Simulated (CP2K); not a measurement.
Consider trifluoromethylallene at its PBE geometry (Å).

```xyz
10

C     2.1058   -0.3308   -0.1517
C     0.8853   -0.0915    0.2450
C    -0.3308    0.1549    0.6697
C    -1.5333    0.1841   -0.2360
F    -1.7322   -0.9910   -0.9069
F    -1.4610    1.1707   -1.1877
F    -2.6664    0.4116    0.4952
H     2.7622    0.4785   -0.4773
H     2.5039   -1.3473   -0.1724
H    -0.5335    0.3608    1.7221
```

Method: CP2K XAS_TDP, all-electron GAPW, PBEh(45%), aug-cc-pVDZ, TDA, GW2X-corrected core level, no relativity.

Q: Predict the bright core excitations at the C K edge.

Leading lines: C1 287.62 eV, C2 287.32 eV, C3 287.72 eV and C4 295.92 eV. The leading line of an atom is its first one with 35 % of the strongest within 2.5 eV of its lowest line over the strength cut. Core ionisation energies at this level: C2 293.53, C3 293.21, C1 293.19 and C4 300.14 eV.

The first six lines of each atom with a strength over 0.0015:

```tsv
atom	energy (eV)	states	strength, one atom	above the computed threshold
C1 (bonded to C and 2 H)	287.62	1	0.0484	
	289.45	1	0.0020	
	290.92	1	0.0038	
	291.95	1	0.0164	
	292.18	1	0.0037	
	292.60	1	0.0061	
C2 (bonded to 2 C)	287.32	1	0.0587	
	287.72	1	0.0533	
	295.24	2	0.0042	yes
	295.36	1	0.0044	yes
	295.49	1	0.0031	yes
	295.67	1	0.0027	yes
C3 (bonded to 2 C and H)	287.72	1	0.0400	
	289.60	1	0.0043	
	291.34	1	0.0044	
	292.09	1	0.0066	
	292.56	1	0.0037	
	293.29	1	0.0021	yes
C4 (bonded to C and 3 F)	295.92	1	0.0441	
	296.71	1	0.0704	
	297.61	1	0.0408	
	298.66	1	0.0031	
	299.12	1	0.0475	
	299.25	1	0.0235
```

Lines are vertical, at one geometry, with no vibrational structure. GW2X ionisation energies and lines can be off by 1 to 2 eV either way, and a good line position may hide errors that cancel. These values hold no scalar relativity, about 0.1 eV for C 1s. Rydberg lines, and the discretised continuum above threshold, depend on the basis and the box.

[Banner, clock and machine lines of the logs are left out without a mark of their own.]

[Logs are printed without paths, hosts, clocks, repeated set-up lines and the standing remarks that a program may print on its own settings, such as how far it seeks lower states.]

[Hosts, paths, dates, database ids (printed as entryN), source tags and the programs' standing remarks are cut or masked in the printed files.]
